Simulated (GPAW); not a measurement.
# Core-hole calculation of the B K edge in CrB (Cmcm), part 2 of 2

Aim: the near-edge shape at the B K edge of CrB (Cmcm), and what the core hole does to it.

GPAW 26.7.0; X-ray absorption from dipole matrix elements to empty bands, plane-wave PAW LDA.

So far. Step 5 (Spectrum with XCH, B atom 3): Main maxima below 24 eV (height): 3.3 eV (1.65) and 7.6 eV (1.57).  Step 5 (Spectrum with XCH, B atom 3): The total-energy difference is 185.19 eV.

**6. Reference energy of the supercell**

The cell and mesh change for the next run, so it gets a reference energy of its own.

The input, scf.py:

```python
import numpy as np
from ase import Atoms
from ase.parallel import parprint, paropen
from gpaw import GPAW, PW, FermiDirac, Mixer, MixerDif, setup_paths
from gpaw.test import gen
setup_paths.insert(0, '.')
gen('B', name='nch1s', xcname='LDA', corehole=(1, 0, 0), write_xml=True)
from gpaw.mpi import world
world.barrier()

atoms = Atoms('Cr6B6',
    cell=[[-2.969, 0, -2.932],
     [-1.4845, -3.929, 2.932],
     [-1.4845, 3.929, 2.932]],
    scaled_positions=[[0.58333333, 0.56116667, 0.27216667],
     [0.25, 0.8945, 0.6055],
     [0.91666667, 0.22783333, 0.93883333],
     [0.41666667, 0.43883333, 0.72783333],
     [0.08333333, 0.77216667, 0.06116667],
     [0.75, 0.1055, 0.3945],
     [0.58333333, 0.85166667, 0.98166667],
     [0.25, 0.185, 0.315],
     [0.91666667, 0.51833333, 0.64833333],
     [0.41666667, 0.14833333, 0.01833333],
     [0.08333333, 0.48166667, 0.35166667],
     [0.75, 0.815, 0.685]],
    magmoms=[3.0, 3.0, 3.0, 3.0, 3.0, 3.0, 0.0, 0.0, 0.0, 0.0, 0.0, 0.0],
    pbc=True)
atoms.calc = calc = GPAW(legacy_gpaw=True, mode=PW(430), xc='LDA', setups={6: 'nch1s'},
    kpts={'size': (4, 4, 4), 'gamma': True}, occupations=FermiDirac(0.1),
    charge=0, mixer=MixerDif(0.05, 8, 50), maxiter=150,
    convergence={'density': 0.0001}, txt='scf.txt')
energy = atoms.get_potential_energy() + calc.get_reference_energy()
ef = calc.get_fermi_level()
out = dict(energy=energy, fermi=ef, forces=atoms.get_forces().tolist(), magmoms=atoms.get_magnetic_moments().tolist())
parprint(f'all-electron energy {energy:.4f} eV, Fermi level {ef:.4f} eV')
ev = np.array([[calc.get_eigenvalues(k, s) for k in range(len(calc.get_ibz_k_points()))] for s in range(calc.get_number_of_spins())])
out['homo'], out['lumo'], out['counts'] = ev[ev < ef].max(), ev[ev > ef].min(), sorted(set((ev < ef).sum((0, 2)).tolist()))
out['filled'] = (ev[:, 0] < ef).sum(1).tolist()
import json
with paropen('out.json', 'w') as f:
    json.dump(out, f)
```

Run with:

```console
$ OMP_NUM_THREADS=1 mpirun -n 4 gpaw python scf.py
```

It took 2.3 min on 4 MPI ranks of Arm Neoverse V1, shared host; peak memory 0.33 GiB.

**7. Spectrum with XCH, B atom 3**

A smaller cell brings the holes closer; here they are 4.2 Å apart.

Changed against the first core-hole run: supercell atoms from 28 to 12; the field's mesh follows (3×3×3 to 4×4×4).

The input, xas.py:

```python
import numpy as np
from ase import Atoms
from ase.parallel import parprint, paropen
from gpaw import GPAW, PW, FermiDirac, Mixer, MixerDif, setup_paths
from gpaw.test import gen
setup_paths.insert(0, '.')
gen('B', name='fch1s', xcname='LDA', corehole=(1, 0, 1), write_xml=True)
from gpaw.mpi import world
world.barrier()

atoms = Atoms('Cr6B6',
    cell=[[-2.969, 0, -2.932],
     [-1.4845, -3.929, 2.932],
     [-1.4845, 3.929, 2.932]],
    scaled_positions=[[0.58333333, 0.56116667, 0.27216667],
     [0.25, 0.8945, 0.6055],
     [0.91666667, 0.22783333, 0.93883333],
     [0.41666667, 0.43883333, 0.72783333],
     [0.08333333, 0.77216667, 0.06116667],
     [0.75, 0.1055, 0.3945],
     [0.58333333, 0.85166667, 0.98166667],
     [0.25, 0.185, 0.315],
     [0.91666667, 0.51833333, 0.64833333],
     [0.41666667, 0.14833333, 0.01833333],
     [0.08333333, 0.48166667, 0.35166667],
     [0.75, 0.815, 0.685]],
    magmoms=[3.0, 3.0, 3.0, 3.0, 3.0, 3.0, 0.0, 0.0, 0.0, 0.0, 0.0, 0.0],
    pbc=True)
atoms.calc = calc = GPAW(legacy_gpaw=True, mode=PW(430), xc='LDA', setups={6: 'fch1s'},
    kpts={'size': (4, 4, 4), 'gamma': True}, occupations=FermiDirac(0.1),
    charge=-1, mixer=MixerDif(0.05, 8, 50), maxiter=150,
    convergence={'density': 0.0001}, txt='scf.txt')
energy = atoms.get_potential_energy() + calc.get_reference_energy()
ef = calc.get_fermi_level()
out = dict(energy=energy, fermi=ef, forces=atoms.get_forces().tolist(), magmoms=atoms.get_magnetic_moments().tolist())
parprint(f'all-electron energy {energy:.4f} eV, Fermi level {ef:.4f} eV')
ev = np.array([[calc.get_eigenvalues(k, s) for k in range(len(calc.get_ibz_k_points()))] for s in range(calc.get_number_of_spins())])
out['homo'], out['lumo'], out['counts'] = ev[ev < ef].max(), ev[ev > ef].min(), sorted(set((ev < ef).sum((0, 2)).tolist()))
out['filled'] = (ev[:, 0] < ef).sum(1).tolist()

from ase.units import Ha
from gpaw.xas import dipole_matrix_elements
nb = int(calc.get_number_of_electrons() / 2) + 94
top, nb = nb, nb + 8 + nb // 12
nscf = calc.fixed_density(kpts={'size': (5, 4, 4), 'gamma': True}, nbands=nb,
    convergence={'bands': top, 'eigenstates': 1e-5}, maxiter=60, txt='nscf.txt')
cell = atoms.cell.array
ops = [cell.T @ U.T @ np.linalg.inv(cell.T) for U in nscf.wfs.kd.symmetry.op_scc]
E = np.arange(-6, 34, 0.1)
fwhm = np.interp(E, [4, 25], [0.9, 3.5])
Y, X, zero, highest = 0, 0, 1e9, 1e9
for spin in range(nscf.get_number_of_spins()):
    wfs = nscf.wfs
    A = dipole_matrix_elements(wfs.setups[6])
    eps = np.zeros((wfs.kd.nibzkpts, nb))
    d = np.zeros((3, A.shape[1], wfs.kd.nibzkpts, nb), complex)
    for kpt in wfs.kpt_u:
        if kpt.s == spin and 6 in kpt.P_ani:
            eps[kpt.k] = kpt.eps_n * Ha
            d[:, :, kpt.k] = (kpt.weight * wfs.nspins / 2) ** 0.5 * np.inner(A, kpt.P_ani[6])
    world.sum(eps)
    world.sum(d)
    T = np.einsum('amkn,bmkn->abkn', d, d.conj()).real
    T = sum(np.einsum('ai,ijkn,bj->abkn', R, T, R) for R in ops) / len(ops)
    empty = eps > ef
    zero, highest = min(zero, eps[empty].min()), min(highest, eps[:, top - 1].min())
    lines = [(eps, T, empty)] if spin == 0 else lines + [(eps, T, empty)]
for eps, T, empty in lines:
    f = np.einsum('aakn->akn', T).reshape(3, -1)
    x = eps.ravel() - zero
    w = np.interp(x, E, fwhm) / 2.35482
    g = np.exp(-0.5 * ((E[:, None] - x) / w) ** 2) / (w * (2 * np.pi) ** 0.5)
    Y = Y + (f * empty.ravel()) @ g.T
    X = X + (f * ~empty.ravel()) @ g.T
out.update(E=E.round(2).tolist(), xas=Y.tolist(), xes=X.tolist(), zero=zero, valid=highest - zero, nk=len(eps), nb=nb)
for i in range(0, len(E), 10):
    parprint(f'{E[i]:7.2f}', *(f'{v:10.3e}' for v in Y[:, i]))
import json
with paropen('out.json', 'w') as f:
    json.dump(out, f)
```

Run with:

```console
$ OMP_NUM_THREADS=1 mpirun -n 4 gpaw python xas.py
```

It took 4.4 min on 4 MPI ranks; peak memory 0.54 GiB.

These settings depart from the first run's and aren't meant as converged.

The scaled spectrum changes by 5 % r.m.s. The highest intensity below 16 eV goes from 3.3 eV (1.65) to 3.7 eV (1.74).

```csv
E (eV),first run,this run
-2.0,0.00,0.00
-0.5,0.05,0.05
1.0,0.87,0.88
2.5,1.21,1.19
4.0,1.51,1.68
5.5,0.99,0.93
7.0,1.25,1.29
8.5,1.31,1.28
10.0,1.21,1.25
11.5,1.03,1.01
13.0,0.86,0.85
14.5,0.82,0.81
16.0,0.72,0.74
17.5,0.71,0.70
19.0,0.64,0.65
20.5,0.57,0.55
22.0,0.40,0.38
23.5,0.37,0.38
25.0,0.45,0.45
26.5,0.51,0.51
```

**8. Supercell without a hole, the energy reference**

The cell, mesh and cutoff change for the next run, so it gets a reference energy of its own.

The input, scf.py:

```python
import numpy as np
from ase import Atoms
from ase.parallel import parprint, paropen
from gpaw import GPAW, PW, FermiDirac, Mixer, MixerDif, setup_paths
from gpaw.test import gen
setup_paths.insert(0, '.')
gen('B', name='nch1s', xcname='LDA', corehole=(1, 0, 0), write_xml=True)
from gpaw.mpi import world
world.barrier()

atoms = Atoms('Cr14B14',
    cell=[[-5.938, 0, 2.932],
     [-4.4535, 3.929, -2.932],
     [-4.4535, -3.929, -2.932]],
    scaled_positions=[[0.96428571, 0.21264286, 0.50164286],
     [0.25, 0.3555, 0.6445],
     [0.53571429, 0.49835714, 0.78735714],
     [0.10714286, 0.78407143, 0.07307143],
     [0.82142857, 0.64121429, 0.93021429],
     [0.39285714, 0.92692857, 0.21592857],
     [0.67857143, 0.06978571, 0.35878571],
     [0.17857143, 0.35878571, 0.06978571],
     [0.46428571, 0.50164286, 0.21264286],
     [0.75, 0.6445, 0.3555],
     [0.32142857, 0.93021429, 0.64121429],
     [0.03571429, 0.78735714, 0.49835714],
     [0.60714286, 0.07307143, 0.78407143],
     [0.89285714, 0.21592857, 0.92692857],
     [0.96428571, 0.92214286, 0.79214286],
     [0.25, 0.065, 0.935],
     [0.53571429, 0.20785714, 0.07785714],
     [0.10714286, 0.49357143, 0.36357143],
     [0.82142857, 0.35071429, 0.22071429],
     [0.39285714, 0.63642857, 0.50642857],
     [0.67857143, 0.77928571, 0.64928571],
     [0.17857143, 0.64928571, 0.77928571],
     [0.46428571, 0.79214286, 0.92214286],
     [0.75, 0.935, 0.065],
     [0.32142857, 0.22071429, 0.35071429],
     [0.03571429, 0.07785714, 0.20785714],
     [0.60714286, 0.36357143, 0.49357143],
     [0.89285714, 0.50642857, 0.63642857]],
    magmoms=[3.0, 3.0, 3.0, 3.0, 3.0, 3.0, 3.0, 3.0, 3.0, 3.0, 3.0, 3.0, 3.0, 3.0, 0.0, 0.0, 0.0, 0.0, 0.0, 0.0, 0.0, 0.0, 0.0, 0.0, 0.0, 0.0, 0.0, 0.0],
    pbc=True)
atoms.calc = calc = GPAW(legacy_gpaw=True, mode=PW(120), xc='LDA', setups={14: 'nch1s'},
    kpts={'size': (3, 3, 3), 'gamma': True}, occupations=FermiDirac(0.1),
    charge=0, mixer=MixerDif(0.05, 8, 50), maxiter=150,
    convergence={'density': 0.0001}, txt='scf.txt')
energy = atoms.get_potential_energy() + calc.get_reference_energy()
ef = calc.get_fermi_level()
out = dict(energy=energy, fermi=ef, forces=atoms.get_forces().tolist(), magmoms=atoms.get_magnetic_moments().tolist())
parprint(f'all-electron energy {energy:.4f} eV, Fermi level {ef:.4f} eV')
ev = np.array([[calc.get_eigenvalues(k, s) for k in range(len(calc.get_ibz_k_points()))] for s in range(calc.get_number_of_spins())])
out['homo'], out['lumo'], out['counts'] = ev[ev < ef].max(), ev[ev > ef].min(), sorted(set((ev < ef).sum((0, 2)).tolist()))
out['filled'] = (ev[:, 0] < ef).sum(1).tolist()
import json
with paropen('out.json', 'w') as f:
    json.dump(out, f)
```

Run with:

```console
$ OMP_NUM_THREADS=1 mpirun -n 4 gpaw python scf.py
```

Run time: 54 s. Hardware: 4 MPI ranks; peak memory 0.3 GiB; 3.6 min of CPU time.

The run finished; it serves as a test, and its numbers are not taken as the result.

**9. Spectrum with XCH, B atom 3**

This attempt departs from the first core-hole run: cutoff (eV) to 120.

Changes to xas.py since step 7:

```diff
@@ -10,22 +10,38 @@
 
-atoms = Atoms('Cr6B6',
-    cell=[[-2.969, 0, -2.932],
-     [-1.4845, -3.929, 2.932],
-     [-1.4845, 3.929, 2.932]],
-    scaled_positions=[[0.58333333, 0.56116667, 0.27216667],
-     [0.25, 0.8945, 0.6055],
-     [0.91666667, 0.22783333, 0.93883333],
-     [0.41666667, 0.43883333, 0.72783333],
-     [0.08333333, 0.77216667, 0.06116667],
-     [0.75, 0.1055, 0.3945],
-     [0.58333333, 0.85166667, 0.98166667],
-     [0.25, 0.185, 0.315],
-     [0.91666667, 0.51833333, 0.64833333],
-     [0.41666667, 0.14833333, 0.01833333],
-     [0.08333333, 0.48166667, 0.35166667],
-     [0.75, 0.815, 0.685]],
-    magmoms=[3.0, 3.0, 3.0, 3.0, 3.0, 3.0, 0.0, 0.0, 0.0, 0.0, 0.0, 0.0],
+atoms = Atoms('Cr14B14',
+    cell=[[-5.938, 0, 2.932],
+     [-4.4535, 3.929, -2.932],
+     [-4.4535, -3.929, -2.932]],
+    scaled_positions=[[0.96428571, 0.21264286, 0.50164286],
+     [0.25, 0.3555, 0.6445],
+     [0.53571429, 0.49835714, 0.78735714],
+     [0.10714286, 0.78407143, 0.07307143],
+     [0.82142857, 0.64121429, 0.93021429],
+     [0.39285714, 0.92692857, 0.21592857],
+     [0.67857143, 0.06978571, 0.35878571],
+     [0.17857143, 0.35878571, 0.06978571],
+     [0.46428571, 0.50164286, 0.21264286],
+     [0.75, 0.6445, 0.3555],
+     [0.32142857, 0.93021429, 0.64121429],
+     [0.03571429, 0.78735714, 0.49835714],
+     [0.60714286, 0.07307143, 0.78407143],
+     [0.89285714, 0.21592857, 0.92692857],
+     [0.96428571, 0.92214286, 0.79214286],
+     [0.25, 0.065, 0.935],
+     [0.53571429, 0.20785714, 0.07785714],
+     [0.10714286, 0.49357143, 0.36357143],
+     [0.82142857, 0.35071429, 0.22071429],
+     [0.39285714, 0.63642857, 0.50642857],
+     [0.67857143, 0.77928571, 0.64928571],
+     [0.17857143, 0.64928571, 0.77928571],
+     [0.46428571, 0.79214286, 0.92214286],
+     [0.75, 0.935, 0.065],
+     [0.32142857, 0.22071429, 0.35071429],
+     [0.03571429, 0.07785714, 0.20785714],
+     [0.60714286, 0.36357143, 0.49357143],
+     [0.89285714, 0.50642857, 0.63642857]],
+    magmoms=[3.0, 3.0, 3.0, 3.0, 3.0, 3.0, 3.0, 3.0, 3.0, 3.0, 3.0, 3.0, 3.0, 3.0, 0.0, 0.0, 0.0, 0.0, 0.0, 0.0, 0.0, 0.0, 0.0, 0.0, 0.0, 0.0, 0.0, 0.0],
     pbc=True)
-atoms.calc = calc = GPAW(legacy_gpaw=True, mode=PW(430), xc='LDA', setups={6: 'fch1s'},
-    kpts={'size': (4, 4, 4), 'gamma': True}, occupations=FermiDirac(0.1),
+atoms.calc = calc = GPAW(legacy_gpaw=True, mode=PW(120), xc='LDA', setups={14: 'fch1s'},
+    kpts={'size': (3, 3, 3), 'gamma': True}, occupations=FermiDirac(0.1),
     charge=-1, mixer=MixerDif(0.05, 8, 50), maxiter=150,
@@ -42,5 +58,5 @@
 from gpaw.xas import dipole_matrix_elements
-nb = int(calc.get_number_of_electrons() / 2) + 94
+nb = int(calc.get_number_of_electrons() / 2) + 215
 top, nb = nb, nb + 8 + nb // 12
-nscf = calc.fixed_density(kpts={'size': (5, 4, 4), 'gamma': True}, nbands=nb,
+nscf = calc.fixed_density(kpts={'size': (4, 4, 4), 'gamma': True}, nbands=nb,
     convergence={'bands': top, 'eigenstates': 1e-5}, maxiter=60, txt='nscf.txt')
@@ -53,3 +69,3 @@
     wfs = nscf.wfs
-    A = dipole_matrix_elements(wfs.setups[6])
+    A = dipole_matrix_elements(wfs.setups[14])
     eps = np.zeros((wfs.kd.nibzkpts, nb))
@@ -57,5 +73,5 @@
     for kpt in wfs.kpt_u:
-        if kpt.s == spin and 6 in kpt.P_ani:
+        if kpt.s == spin and 14 in kpt.P_ani:
             eps[kpt.k] = kpt.eps_n * Ha
-            d[:, :, kpt.k] = (kpt.weight * wfs.nspins / 2) ** 0.5 * np.inner(A, kpt.P_ani[6])
+            d[:, :, kpt.k] = (kpt.weight * wfs.nspins / 2) ** 0.5 * np.inner(A, kpt.P_ani[14])
     world.sum(eps)
```

Run with:

```console
$ OMP_NUM_THREADS=1 mpirun -n 4 gpaw python xas.py
```

Wall time 4.4 min (4 MPI ranks); peak memory 0.5 GiB.

The run finished. A setting was moved off its sound value on purpose, so it serves as a test and not as the result.

The fault put into the input: the cutoff is far too low.

Against the first run the r.m.s. difference is 23 %. Another feature, at 4.5 eV (1.30), becomes the highest below 16 eV; the one at 3.3 eV (1.65) is now at 3.0 eV (1.20).

```csv
E (eV),first run,this run
-2.0,0.00,0.00
-0.5,0.05,0.05
1.0,0.87,0.46
2.5,1.21,1.04
4.0,1.51,1.20
5.5,0.99,1.18
7.0,1.25,1.24
8.5,1.31,1.10
10.0,1.21,1.14
11.5,1.03,1.09
13.0,0.86,1.06
14.5,0.82,1.01
16.0,0.72,0.95
17.5,0.71,0.88
19.0,0.64,0.74
20.5,0.57,0.60
22.0,0.40,0.51
23.5,0.37,0.50
25.0,0.45,0.53
26.5,0.51,0.57
```

**10. With and without the hole**

Both curves are counted from their own zero, so only the shift of weight within the empty states shows.

```csv
E (eV),no hole,XCH
-2.0,0.00,0.00
-1.0,0.00,0.00
0.0,0.16,0.29
1.0,0.44,0.87
2.0,0.59,1.02
3.0,0.78,1.55
4.0,0.92,1.51
5.0,0.97,1.24
6.0,1.29,0.75
7.0,1.00,1.25
8.0,0.81,1.48
9.0,1.01,1.25
10.0,1.17,1.21
11.0,1.37,1.12
12.0,1.45,0.92
13.0,1.19,0.86
14.0,1.15,0.86
15.0,1.16,0.76
16.0,1.04,0.72
17.0,1.01,0.72
18.0,1.02,0.68
19.0,0.98,0.64
20.0,0.93,0.61
21.0,0.84,0.51
22.0,0.67,0.40
23.0,0.53,0.36
24.0,0.49,0.40
25.0,0.52,0.45
26.0,0.55,0.49
27.0,0.59,0.53
```

With each curve scaled to its own mean, the area from −2 to 6 eV with the hole is 6.9 against 4.5, and the centre of weight from −1 to 20 eV moves by -1.8 eV: the hole pulls the absorber's empty states down.

**11. Summary of results**

- absorber and edge: B K, atom 3 of the ground-state input (counted from 1)
- surroundings: 2 B at 1.79 Å, 4 Cr at 2.18 Å, 2 Cr at 2.22 Å and 1 Cr at 2.28 Å (9-fold, site symmetry m2m)
- highest intensity below 16 eV: 3.3 eV above the zero, height 1.65
- photon energy of the zero (spin-polarised hole, raw): 185.2 eV (LDA puts this hole about 2 eV below PBE, itself good to a few eV)

In words: The B K edge of atom 3, with 2 B at 1.79 Å, 4 Cr at 2.18 Å, 2 Cr at 2.22 Å and 1 Cr at 2.28 Å (9-fold, site symmetry m2m), has its highest intensity of the first 16 eV at 3.3 eV above the zero, near 188 eV in photon energy (LDA puts this hole about 2 eV below PBE, itself good to a few eV), 1.7 times the mean level of the first 20 eV (Gaussian full width 0.9 eV up to 4 eV, rising linearly to 3.5 eV at 25 eV). With each curve scaled to its own mean, the area from −2 to 6 eV with the hole is 6.9 against 4.5, and the centre of weight from −1 to 20 eV moves by -1.8 eV: the hole pulls the absorber's empty states down. A cell with holes 4.2 Å apart changes the curve by 5 % r.m.s. (5 % after the best shift). At the B K edge of atom 3 polarisation matters most near 4.8 eV, where the curves differ by 2.8 on this scale. The hole lies in one spin channel, while the script sums the empty states of both and takes the lower zero; where the two channels are split, this blurs and shifts the curve. The starting moments shrank to 0.00 μB or less, so this is hardly a magnetic state. The mesh is coarse (0.27 Å⁻¹ between points), so small maxima may be mesh ripples. The structure is a published determination, not relaxed.

[Logs are printed without paths, hosts, clocks, repeated set-up lines and the standing remarks that a program may print on its own settings, such as how far it seeks lower states.]

[Hosts, paths, dates, database ids (printed as entryN), source tags and the programs' standing remarks are cut or masked in the printed files.]

[Lists of maxima count a maximum above −3 eV only where it reaches 4 % of the highest in the window and stands out from its surroundings by 2 % of it (1.5 % where it reaches 55 %); shoulders and weaker maxima are passed over, and of the rest the first, up to two pre-edge ones and the few strongest are named.]
